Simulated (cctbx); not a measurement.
**CeMnGa with cctbx, script by script**

Library: cctbx 2025.11.

## 1. Energy scan

run.py:

```python
from cctbx import adptbx, crystal, miller, xray
from cctbx.array_family import flex
from cctbx.eltbx import sasaki

cs = crystal.symmetry(unit_cell=(4.373, 4.373, 7.288, 90, 90, 120), space_group_symbol='Hall: -P 6c 2c')  # P6_3/mmc
atoms = [  # label, site, U (iso, or U11 U22 U33 U12 U13 U23 in A^2), occupancy
    ("Ce1", (0, 0, 0.5), (0.0160, 0.0160, 0.0205, 0.0080, 0.0000, 0.0000), 1),
    ("Ga1", (1/3, 2/3, 0.25), (0.0155, 0.0155, 0.0183, 0.0078, -0.0000, -0.0000), 1),
    ("Mn1", (1/3, 2/3, 0.75), (0.0294, 0.0294, 0.0351, 0.0147, -0.0000, -0.0000), 1),
]
xs = xray.structure(crystal_symmetry=cs)
for label, site, u, occ in atoms:
    u = adptbx.u_cif_as_u_star(cs.unit_cell(), u) if isinstance(u, tuple) else u
    xs.add_scatterer(xray.scatterer(label, site=site, u=u, occupancy=occ))
hkl = [(2, 0, 2), (2, 0, 3), (2, 0, 1), (1, 0, 2)]
ms = miller.set(cs, flex.miller_index(hkl + [tuple(-v for v in h) for h in hkl]), anomalous_flag=True)
print("E (eV)    f'(Ga)   f''   " + "".join("%16s" % ("|F|" + " ".join(map(str, h))) for h in hkl))
for e in [9767, 10117, 10247, 10307, 10337, 10352, 10359, 10363, 10371, 10375, 10382, 10397, 10427, 10517, 10767]:
    xs.set_inelastic_form_factors(12398.42 / e, "sasaki")
    t = sasaki.table("Ga").at_ev(e)
    f = flex.abs(ms.structure_factors_from_scatterers(xs, algorithm="direct").f_calc().data())
    n = len(hkl)
    print("%7.0f %7.2f %6.2f  " % (e, t.fp(), t.fdp()) + "".join("%9.1f/%6.1f" % (f[k], f[k + n]) for k in range(n)))
```

```console
$ python run.py
```

```text
E (eV)    f'(Ga)   f''           |F|2 0 2        |F|2 0 3        |F|2 0 1        |F|1 0 2
   9767   -2.53   0.55      101.0/ 101.0      7.4/   7.4      7.5/   7.5    127.8/ 127.8
  10117   -3.36   0.51      100.4/ 100.4      6.1/   6.1      6.1/   6.1    127.2/ 127.2
  10247   -4.08   0.50       99.8/  99.8      5.1/   5.1      5.0/   5.0    126.5/ 126.5
  10307   -4.78   0.49       99.2/  99.2      4.1/   4.1      4.0/   4.0    125.9/ 125.9
  10337   -5.49   0.49       98.6/  98.6      3.1/   3.1      3.0/   3.0    125.2/ 125.2
  10352   -6.20   0.49       98.0/  98.0      2.3/   2.3      2.3/   2.3    124.6/ 124.6
  10359   -6.83   0.49       97.4/  97.4      1.8/   1.8      1.9/   1.9    124.0/ 124.0
  10363   -7.49   0.49       96.8/  96.8      1.7/   1.7      2.1/   2.1    123.3/ 123.3
  10371   -7.90   3.89       96.9/  96.9      3.5/   3.5      3.8/   3.8    123.4/ 123.4
  10375   -7.03   3.89       97.7/  97.7      3.4/   3.4      3.5/   3.5    124.2/ 124.2
  10382   -6.29   3.88       98.4/  98.4      3.7/   3.7      3.6/   3.6    124.9/ 124.9
  10397   -5.49   3.87       99.1/  99.1      4.3/   4.3      4.2/   4.2    125.7/ 125.7
  10427   -4.70   3.85       99.8/  99.8      5.1/   5.1      4.9/   4.9    126.4/ 126.4
  10517   -3.67   3.78      100.7/ 100.7      6.3/   6.3      6.2/   6.2    127.4/ 127.4
  10767   -2.52   3.60      101.7/ 101.7      7.7/   7.7      7.7/   7.7    128.5/ 128.5
```

Run time: 0.24 s on 1 thread of Arm Neoverse V2, on a shared host, peak memory 0.07 GiB.

[Logs are printed without paths, hosts, clocks, repeated set-up lines and the standing remarks that a program may print on its own settings, such as how far it seeks lower states.]
